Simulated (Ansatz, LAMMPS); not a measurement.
# A frame of liquid dimethylformamide from 298 K (108 atoms): geometry optimisation, part 3 of 4

Wanted: the relaxed structure of a frame of liquid dimethylformamide from 298 K (108 atoms) and its electronic structure.

Ansatz 0.2.0; Kohn-Sham DFT, PBE+D3(BJ), PAW (set soft_2), plane waves.

The cell: 27 C, 9 N, 9 O and 63 H. The network of contacts between molecules at the start is that of the classical potential that made the cell. The density was typed from a rule of thumb and may lie off the real one at this temperature. The Brillouin zone is sampled at Γ only, in a cell whose shortest periodic width is 10 Å.

So far, density (g/cm³): step 5 (structure statistics after relaxation) 0.945.

## 6. Single point at the relaxed geometry

One more single point at the end of the walk gives the fuller output and checks the residual forces.

input.yaml

```yaml
crystal:
  lattice:
    - [10.49648, 0.0, 0.0]
    - [0.0, 10.49648, 0.0]
    - [0.0, 0.0, 10.49648]
  atoms:
    - { symbol: C, position: [0.16243, 0.98544, 0.29752] }
    - { symbol: "N", position: [0.24505, 0.91792, 0.20946] }
    - { symbol: C, position: [0.25808, 0.96803, 0.08111] }
    - { symbol: C, position: [0.31162, 0.81367, 0.24744] }
    - { symbol: O, position: [0.38725, 0.75339, 0.18032] }
    - { symbol: H, position: [0.19992, 0.08059, 0.32012] }
    - { symbol: H, position: [0.06711, 0.99851, 0.25579] }
    - { symbol: H, position: [0.15339, 0.93, 0.38553] }
    - { symbol: H, position: [0.28456, 0.06931, 0.08345] }
    - { symbol: H, position: [0.33114, 0.91231, 0.03163] }
    - { symbol: H, position: [0.16717, 0.96004, 0.02928] }
    - { symbol: H, position: [0.28985, 0.78686, 0.34733] }
    - { symbol: C, position: [0.66465, 0.83365, 0.38546] }
    - { symbol: "N", position: [0.71004, 0.70299, 0.38248] }
    - { symbol: C, position: [0.79472, 0.6623, 0.48417] }
    - { symbol: C, position: [0.67096, 0.62043, 0.29141] }
    - { symbol: O, position: [0.70411, 0.50749, 0.28342] }
    - { symbol: H, position: [0.74456, 0.90116, 0.37768] }
    - { symbol: H, position: [0.59922, 0.84915, 0.30554] }
    - { symbol: H, position: [0.61431, 0.85261, 0.47529] }
    - { symbol: H, position: [0.88226, 0.71985, 0.48373] }
    - { symbol: H, position: [0.74688, 0.67323, 0.57667] }
    - { symbol: H, position: [0.81917, 0.56214, 0.4685] }
    - { symbol: H, position: [0.60303, 0.66472, 0.22369] }
    - { symbol: C, position: [0.45321, 0.47274, 0.49813] }
    - { symbol: "N", position: [0.48576, 0.34061, 0.47392] }
    - { symbol: C, position: [0.39368, 0.26455, 0.40409] }
    - { symbol: C, position: [0.59962, 0.29142, 0.50902] }
    - { symbol: O, position: [0.63486, 0.18045, 0.49031] }
    - { symbol: H, position: [0.53149, 0.52075, 0.54769] }
    - { symbol: H, position: [0.4348, 0.52322, 0.40811] }
    - { symbol: H, position: [0.36735, 0.47911, 0.55795] }
    - { symbol: H, position: [0.43121, 0.1676, 0.39522] }
    - { symbol: H, position: [0.30142, 0.26296, 0.45391] }
    - { symbol: H, position: [0.37834, 0.30466, 0.30838] }
    - { symbol: H, position: [0.66013, 0.36181, 0.55945] }
    - { symbol: C, position: [0.87302, 0.23069, 0.19504] }
    - { symbol: "N", position: [0.97477, 0.23585, 0.10127] }
    - { symbol: C, position: [0.94663, 0.18982, 0.97364] }
    - { symbol: C, position: [0.09063, 0.28362, 0.1314] }
    - { symbol: O, position: [0.18188, 0.29481, 0.05743] }
    - { symbol: H, position: [0.83996, 0.13197, 0.20817] }
    - { symbol: H, position: [0.90837, 0.26717, 0.28618] }
    - { symbol: H, position: [0.79164, 0.28922, 0.16511] }
    - { symbol: H, position: [0.86645, 0.24313, 0.93228] }
    - { symbol: H, position: [0.03184, 0.20292, 0.91491] }
    - { symbol: H, position: [0.92152, 0.08794, 0.97714] }
    - { symbol: H, position: [0.09608, 0.31221, 0.23305] }
    - { symbol: C, position: [0.00876, 0.61296, 0.20944] }
    - { symbol: "N", position: [0.93615, 0.66126, 0.10189] }
    - { symbol: C, position: [0.87811, 0.56741, 0.01813] }
    - { symbol: C, position: [0.92242, 0.78748, 0.08164] }
    - { symbol: O, position: [0.86557, 0.83814, 0.99166] }
    - { symbol: H, position: [0.94959, 0.54694, 0.26513] }
    - { symbol: H, position: [0.09429, 0.5623, 0.17614] }
    - { symbol: H, position: [0.03863, 0.69206, 0.27082] }
    - { symbol: H, position: [0.83258, 0.61664, 0.93844] }
    - { symbol: H, position: [0.95097, 0.5017, 0.98191] }
    - { symbol: H, position: [0.80656, 0.51223, 0.07085] }
    - { symbol: H, position: [0.96952, 0.84451, 0.15732] }
    - { symbol: C, position: [0.42053, 0.53008, 0.93898] }
    - { symbol: "N", position: [0.52338, 0.43708, 0.93989] }
    - { symbol: C, position: [0.52787, 0.34876, 0.04659] }
    - { symbol: C, position: [0.61224, 0.43494, 0.84671] }
    - { symbol: O, position: [0.70328, 0.35997, 0.83981] }
    - { symbol: H, position: [0.42513, 0.5924, 0.02309] }
    - { symbol: H, position: [0.42828, 0.58879, 0.85289] }
    - { symbol: H, position: [0.32818, 0.48042, 0.94021] }
    - { symbol: H, position: [0.5598, 0.39754, 0.13385] }
    - { symbol: H, position: [0.43244, 0.30856, 0.0621] }
    - { symbol: H, position: [0.59582, 0.273, 0.02382] }
    - { symbol: H, position: [0.59578, 0.51066, 0.77477] }
    - { symbol: C, position: [0.06957, 0.46644, 0.72367] }
    - { symbol: "N", position: [0.10521, 0.59568, 0.68827] }
    - { symbol: C, position: [0.11065, 0.69193, 0.78775] }
    - { symbol: C, position: [0.12353, 0.62805, 0.56512] }
    - { symbol: O, position: [0.14517, 0.73696, 0.52527] }
    - { symbol: H, position: [0.97027, 0.46253, 0.75709] }
    [... 24 atom lines left out ...]
    - { symbol: H, position: [0.89268, 0.90869, 0.6209] }
    - { symbol: H, position: [0.87842, 0.00682, 0.75825] }
    - { symbol: H, position: [0.18209, 0.11897, 0.6102] }
    - { symbol: H, position: [0.11957, 0.0555, 0.75583] }
    - { symbol: H, position: [0.13798, 0.95393, 0.62035] }
    - { symbol: H, position: [0.86517, 0.19449, 0.50289] }
kpoints:
  mp_grid: { grid: [1, 1, 1] }
hamiltonian:
  xc: pbe
  dispersion: d3bj
scf:
  occupations: { method: gaussian, width: 0.025 }
output:
  forces: true
  stress: true
  populations: true
  dos:
    method: { smearing: { sigma: 0.1 } }
    de: 0.1
    projected: { site_lists: { C: [C], H: [H], "N": ["N"], O: [O] } }
  eigenvalues: true
  write_density: true
  write_potential: true
  volumetric_format: npy
  elf: true
```

Run with:

```bash
$ ansatz run input.yaml --threads 4 --pin off --max-ram 8192MiB --backend cpu --events-out ev --progress --plain --runs-dir out
```

Numbers of over 12 decimals in the logs are rounded to 6 here.

The log of the run:

```text
[...]
Crystal: 108 atoms, lattice volume = 1156.461 Å³
Basis set: ecut = 420 eV, 22647 PW (Γ), exchange–correlation on 144×144×144 points (8 copies of the dense FFT grid, shifted against one another)
Bands: 243, of which v1, the nominal top of the filled ones, is band 135 counted from 1 (134 counted from 0)
Symmetry: 1 space group operations
[...]
k-points: 1
[...]
SCF iter   1: F=—  HF=-16352.836775 eV  |F-HF|=—  |Δ(HF+E_count)|=         —  Δρ=7.18e-3  dr2=4.88e-1  ethr=1.77e-3  ⟨swp⟩=6.0  Hψ=1121  notcnv=0  defer=20
[...]
SCF iter  10: F=-16352.775186 eV  HF=-16352.775186 eV  |F-HF|=1.91e-8  |Δ(HF+E_count)|=   2.75e-8  Δρ=1.62e-6  dr2=3.09e-8  ethr=3.70e-11  ⟨swp⟩=17.0  Hψ=2095  notcnv=0
SCF 1 converged in 10 iterations: F = -16352.775186 eV  dr2 = 3.09e-8
[...]
WARN: The input density's exchange-correlation potential varies sharply where the density is thin. Do not read a vacuum level from v_tot or v_xc, or from such a field of the output density. On a cell that repeats whose density bears no net charge and no dipole along the vacuum's axis use v_es (v_loc + v_h of the components); [...]
SCF converged after 10 iterations
Free energy (F): -16352.775186 eV
[...]
Internal energy: -16352.775186 eV  (E = F + TS)
E sigma→0 (E₀):  -16352.775186 eV
Fermi energy:    1.280246 eV
[...]
--- Forces (eV/Å), atoms counted from 1 ---
  atom   1  C     -0.00025056     0.00386566    -0.00008230
  atom   2  N      0.00405954    -0.00179757    -0.00633571
  atom   3  C      0.00112878    -0.00206058     0.00533494
  atom   4  C     -0.00331822     0.00106712    -0.00624954
  atom   5  O      0.00191915     0.00270930     0.00248815
  atom   6  H     -0.00205743    -0.00461541    -0.00248176
  atom   7  H      0.00098720    -0.00084319     0.00293946
  atom   8  H     -0.00002075     0.00244495    -0.00323194
  atom   9  H      0.00341716    -0.00045727    -0.00066204
  atom  10  H     -0.00140095     0.00097815     0.00112530
  atom  11  H     -0.00153581     0.00157290     0.00116666
  atom  12  H      0.00132840    -0.00121994     0.00508640
  atom  13  C     -0.00780829     0.00768765    -0.00602571
  atom  14  N      0.01337670    -0.02200072     0.01244916
[...]
atom 107  H     -0.00313855     0.00259982    -0.00085564
  atom 108  H     -0.01042599     0.00104309     0.00031315
  max |Σ_I F_I| component: 5.16e-5 eV/Å
--- Stress (GPa, compression-positive) ---
       -0.427336      -0.008051      -0.019266
       -0.008052      -0.394000       0.059193
       -0.019266       0.059194      -0.336369
  P = ⅓ Tr σ = -0.3859 GPa (-3.859 kbar)
--- Band table (eV) ---
[...]
--- Löwdin populations: 108 sites ---
  site symbol       q [e]
     0      C      4.3391
     1      N      5.0736
     2      C      4.3598
[...]
107      H      0.8345
  spilling = 0.014032 (of n_electrons = 270.000000)
```

It took 9 s on 4 threads of Intel Xeon Platinum 8488C (Sapphire Rapids), shared host; peak memory 1.2 GiB.

The program notes that the exchange-correlation potential is rough where the density is thin.

Numbers from this run:

```
free energy                                      : -16352.7752 eV
free energy per atom                             : -151.4146 eV/atom
SCF cycles                                       : 10
pressure                                         : -0.3859 GPa
r.m.s. force component                           : 0.00514 eV/Å
longest force                                    : 0.03255 eV/Å
Fermi energy                                     : 1.28 eV
gap (highest filled to lowest empty level) : 4.487 eV
spilling of the projection                       : 0.01403
```

Löwdin charges by element and coordination (they lack the spilled electrons, 0.035 e an atom on average):

| element | coordination | atoms | mean charge (e) | spread | least | most |
| --- | --- | --- | --- | --- | --- | --- |
| C | all | 27 | -0.137 | 0.305 | -0.369 | 0.309 |
| C | 3 | 9 | 0.294 | 0.007 | 0.286 | 0.309 |
| C | 4 | 18 | -0.353 | 0.0094 | -0.369 | -0.337 |
| H | all | 63 | 0.195 | 0.0186 | 0.133 | 0.219 |
| N | all | 9 | -0.0637 | 0.0041 | -0.0736 | -0.0597 |
| O | all | 9 | -0.469 | 0.0054 | -0.477 | -0.461 |

States in the cell by windows of 1 eV, zero at the Fermi level; the larger projections on atomic orbitals stand beside the total:

| from (eV) | to (eV) | total | C p | H s | O p | N p |
| --- | --- | --- | --- | --- | --- | --- |
| -10 | -9 | 16.9 | 8.2 | 3.3 | 1.0 | 3.2 |
| -9 | -8 | 30.4 | 12.9 | 5.0 | 3.6 | 6.6 |
| -8 | -7 | 8.6 | 3.3 | 1.4 | 1.6 | 1.5 |
| -7 | -6 | 58.4 | 29.1 | 15.8 | 8.5 | 2.8 |
| -6 | -5 | 29.7 | 14.9 | 6.1 | 6.7 | 1.3 |
| -5 | -4 | 0.0 | 0.0 | 0.0 | 0.0 | 0.0 |
| -4 | -3 | 2.0 | 0.1 | 0.2 | 1.5 | 0.1 |
| -3 | -2 | 34.0 | 1.7 | 4.0 | 18.3 | 9.2 |
| -2 | 2 | 0.0 | 0.0 | 0.0 | 0.0 | 0.0 |
| 2 | 3 | 19.9 | 9.0 | 2.1 | 3.6 | 2.5 |
| 3 | 4 | 14.1 | 2.0 | 4.2 | 0.2 | 0.4 |
| 4 | 5 | 24.2 | 4.0 | 6.6 | 0.3 | 0.6 |

Between -23 and -10 eV lie 90 more states.

The levels nearest the highest filled one (over half full), pooled over k-points and spins:

| level less the highest filled one (eV) | occupation |
| --- | --- |
| -0.245 | 2 |
| -0.226 | 2 |
| -0.199 | 2 |
| -0.131 | 2 |
| -0.0938 | 2 |
| 0 | 2 |
| 4.49 | 0 |
| 4.55 | 0 |
| 4.66 | 0 |
| 4.70 | 0 |
| 4.73 | 0 |
| 4.81 | 0 |

Electrostatic potential energy in the ab plane at fractional z = 0.484, with atoms of C and H and N and O within 0.2 Å of it. With pseudopotentials it is smooth inside the atoms' cores, unlike the true potential.

Ten even steps from '_' (-43 eV) to '@' (5 eV), each cell a mean:
```
@@@@@@@@@@@@@@@@@@@@@@@@@@@@@@@@@@@@@@@@@@@@@@@@@@@@@@@@@@
@@@@@@@@@@@@@@@@@@@@@@@@@@@@@@@@@@@@@@@@@@@@@@@@@@@@@@@@@@
@@@@@@@@@@@@@@@@@@@@@@@@@@@@@@@@@@****%%@@@@@@@@@@@@@@@@@@
@@@@@@@@@@@@@@@@@@@@@@@@@@@@@@@@%%--::##@@@@@@@@@@@@@@@@@@
@@@@@@@@%%@@@@@@@@@@@@@@@@@@@@@@@@%%%%%%@@@@@@@@@@@@@@@@@@
@@@@@@++--++@@@@@@@@@@@@@@@@@@@@@@@@@@@@@@@@%%%%%%####@@@@
@@@@%%==::++@@@@@@@@@@@@@@@@@@@@@@@@@@@@@@%%++==++..--%%@@
@@@@@@%%##%%@@@@@@@@@@@@@@@@@@@@@@@@@@@@%%++____..++##@@@@
@@@@%%%%%%@@@@@@@@@@@@@@@@@@@@@@@@@@@@@@@@**____::##@@@@@@
@@@@%%##%%@@@@@@@@@@@@@@@@@@@@@@@@@@@@@@@@%%##==++%%@@@@@@
@@@@##::++@@@@@@@@@@@@@@%%##%%@@@@@@@@@@@@@@%%----%%@@@@@@
@@@@%%**##@@@@@@@@@@@@##--..==%%@@@@@@@@@@@@@@%%%%@@@@@@@@
@@@@@@@@@@@@@@@@@@@@@@**____..##@@@@@@@@@@@@@@@@@@@@@@@@@@
@@@@@@@@@@@@@@@@@@@@@@##--..==##@@@@@@@@@@@@@@@@@@@@@@@@@@
@@@@@@@@@@@@@@@@@@@@@@%%##--..==%%%%@@@@@@@@@@@@@@@@@@@@@@
@@@@@@@@@@@@@@@@@@@@@@%%++______++==++%%@@@@@@@@@@@@@@@@@@
##==++%%@@@@@@@@%%%%%%%%##::..::..____**@@@@@@@@@@@@@@@@@@
::____**@@@@@@%%****%%%%%%%%####--__..**@@@@@@@@@@@@@@%%%%
..__::##@@@@@@@@%%%%%%%%%%@@@@@@##::__--%%@@@@@@##++##++--
==**%%@@@@@@@@@@@@@@@@@@@@@@@@@@%%..____**@@@@@@**--**::__
##%%@@@@@@@@@@@@@@@@@@@@@@@@@@@@@@**--==%%@@@@@@@@%%%%**++
@@@@@@@@@@@@@@@@@@@@@@@@@@@@@@@@@@@@@@@@@@@@@@@@@@@@@@%%%%
@@@@@@@@@@@@@@@@@@@@@@@@@@@@@@@@@@@@@@@@@@@@@@@@@@@@@@@@@@
@@@@@@@@@@@@@@@@@@@@@@@@@@@@@@@@@@@@@@@@@@@@@@@@@@@@@@@@@@
```
Columns run along a (10.5 Å; values clipped at the 3rd and 97th percentile), rows up along b (10.5 Å). Atoms in or near the plane, at fractional coordinates: C at (0.79, 0.66), H at (0.61, 0.85), H at (0.88, 0.72), H at (0.82, 0.56), C at (0.45, 0.47), N at (0.49, 0.34), O at (0.63, 0.18), H at (0.12, 0.54), O at (0.05, 0.25), H at (0.87, 0.19).

ELF in the ab plane at fractional z = 0.484, with atoms of C and H and N and O within 0.2 Å of it. It is the smooth field of the valence electrons, not physical close to the nuclei.

Ten even steps from '0' (0.01 × 1e-1) to '9' (9.97 × 1e-1), each cell a mean:
```
00000000000000000110000000000
00000000000000015774211000000
00000000000000049998521000000
00122100000000069999620000000
02577641000000038986200035520
04788873000000001221111489970
03688874100000000001244699981
02456642000000000012353279970
02343210000000000001244466520
15888520000122232000148998400
28999940012455676200049999600
17999920045665687400017999400
02467400157741464100001454100
00000000024456741012100000000
21100000000157763257630000001
67641002431264267577630000014
88875007996477577345310011015
74786107998445444566310177435
75786105997431014767740399965
76663001453442027746860399974
53110000001331027888850178765
41000000000110015776510012235
31000000000000001221000000024
10000000000000000000000000002
```
Columns run along a (10.5 Å), rows up along b (10.5 Å). Atoms in or near the plane, at fractional coordinates: C at (0.79, 0.66), H at (0.61, 0.85), H at (0.88, 0.72), H at (0.82, 0.56), C at (0.45, 0.47), N at (0.49, 0.34), O at (0.63, 0.18), H at (0.12, 0.54), O at (0.05, 0.25), H at (0.87, 0.19).

Mean Löwdin charges: C -0.14, H +0.20, N -0.06, O -0.47 e (they miss 1.4 % of the electrons, so they add up to more than the cell's charge). The largest share in the top eV of filled states is O p (56 % of the projected weight), and in the lowest eV of empty states C p (48 % of the projected weight).

(Continued in part 4 of 4.)

[Logs are printed without paths, hosts, clocks, repeated set-up lines and the standing remarks that a program may print on its own settings, such as how far it seeks lower states.]

[Hosts, paths, dates, database ids (printed as entryN), source tags and the programs' standing remarks are cut or masked in the printed files.]
